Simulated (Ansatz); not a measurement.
An input for Ansatz 0.2.0 (InGaAs2 (zincblende [001] superlattice)):

```yaml
crystal:
  lattice:
    - [4.13293307, 0.0, 0.0]
    - [0.0, 4.13293307, 0.0]
    - [0.0, 0.0, 17.5533041113]
  atoms:
    - { symbol: In, position: [0.0, 0.0, 0.0389442447] }
    - { symbol: As, position: [0.5, 0.0, 0.1277224219] }
    - { symbol: In, position: [0.5, 0.5, 0.2165005991] }
    - { symbol: As, position: [0.0, 0.5, 0.3052787763] }
    - { symbol: In, position: [0.0, 0.0, 0.3940569535] }
    - { symbol: As, position: [0.5, 0.0, 0.4828351307] }
    - { symbol: Ga, position: [0.5, 0.5, 0.5716133079] }
    - { symbol: As, position: [0.0, 0.5, 0.6495017973] }
    - { symbol: Ga, position: [0.0, 0.0, 0.7273902868] }
    - { symbol: As, position: [0.5, 0.0, 0.8052787763] }
    - { symbol: Ga, position: [0.5, 0.5, 0.8831672658] }
    - { symbol: As, position: [0.0, 0.5, 0.9610557553] }
kpoints:
  mp_grid: { grid: [6, 6, 2] }
hamiltonian:
  xc: lda
scf:
  occupations: { method: fermi_dirac, width: 0.02 }
relax:
  f_tol: 0.015
  max_steps: 100
  cell: {}
```

```sh
ansatz run input.yaml --threads 3 --pin off --max-ram 92160MiB --backend cuda --events-out ev --progress --plain --runs-dir out --devices 1 --max-vram 13GiB  # rebuilt from the run's record
```

**Question.** How long will it take on 1 × NVIDIA H100 80GB HBM3 (shared by 6 runs) with 3 threads of AMD EPYC 7R13 (Zen 3), shared host, and how much memory?

It took 25 s; on shared hardware allow 13 s to 51 s. Peak host memory was 1.1 GiB. The sizes that set the cost: 5771 plane waves a state, 32 irreducible k points and 36 SCF cycles.

[Paths, hosts, dates, memory and timing lines, banners, echoed tables and standing remarks are left out of the program output.]

[Logs are printed without paths, hosts, clocks, repeated set-up lines and the standing remarks that a program may print on its own settings, such as how far it seeks lower states.]

[Runs of the session that timed out or met a known fault of the program may be left out.]

[Cells called generated may have been cut or substituted from an entry of the Crystallography Open Database or the Materials Project.]

[Hosts, paths, dates, database ids (printed as entryN), source tags and the programs' standing remarks are cut or masked in the printed files.]
